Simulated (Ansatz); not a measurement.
**What do other settings change for P6_3/mmc (COD entry) Sr2MgAl3, size series (2352 atoms)?**

The cell holds 2352 atoms: 784 Sr, 392 Mg and 1176 Al. Its edges and angles: a = 44.589 Å, b = 44.589 Å, c = 40.560 Å, α = 90.0°, β = 90.0°, γ = 120.0°. It derives from Sr2MgAl3 (P6_3/mmc, COD entry), repeated 7×7×4. P6_3/mmc (COD entry) Sr2MgAl3 (cell 6.37, 6.37, 10.14, 90, 90, 120), 7 x 7 x 4 conventional cells; every coordinate displaced by a Gaussian of 0.08 Å.

Geometry: as built.

Reference run: Kohn-Sham DFT, PBE, PAW (set soft_2), localised support functions (medium) (Ansatz 0.2.0), Γ point, fermi-dirac smearing of 0.1 eV.

| Property | Result |
| --- | --- |
| r.m.s. force component | 0.1993 eV/Å |
| pressure | -4.174 GPa |
| spacing of highest filled and lowest empty level | 0.0011 eV |
| SCF cycles | 13 |
| time | 2.2 min on 1 × NVIDIA GB200 with 32 threads of Arm Neoverse V2, shared host |

Variants, in no order:
A. functional r2SCAN
B. support functions low
C. support functions high

Q: Order the variants from the smallest to the largest r.m.s. change of the forces.

B, C, A.

| variant | Δ force, r.m.s. (meV/Å) | share of r.m.s. force (%) |
| --- | --- | --- |
| B. support functions low | 0.129 | 0.0649 |
| C. support functions high | 0.27 | 0.135 |
| A. functional r2SCAN | 15.8 | 7.92 |

[Hosts, paths, dates, database ids (printed as entryN), source tags and the programs' standing remarks are cut or masked in the printed files.]
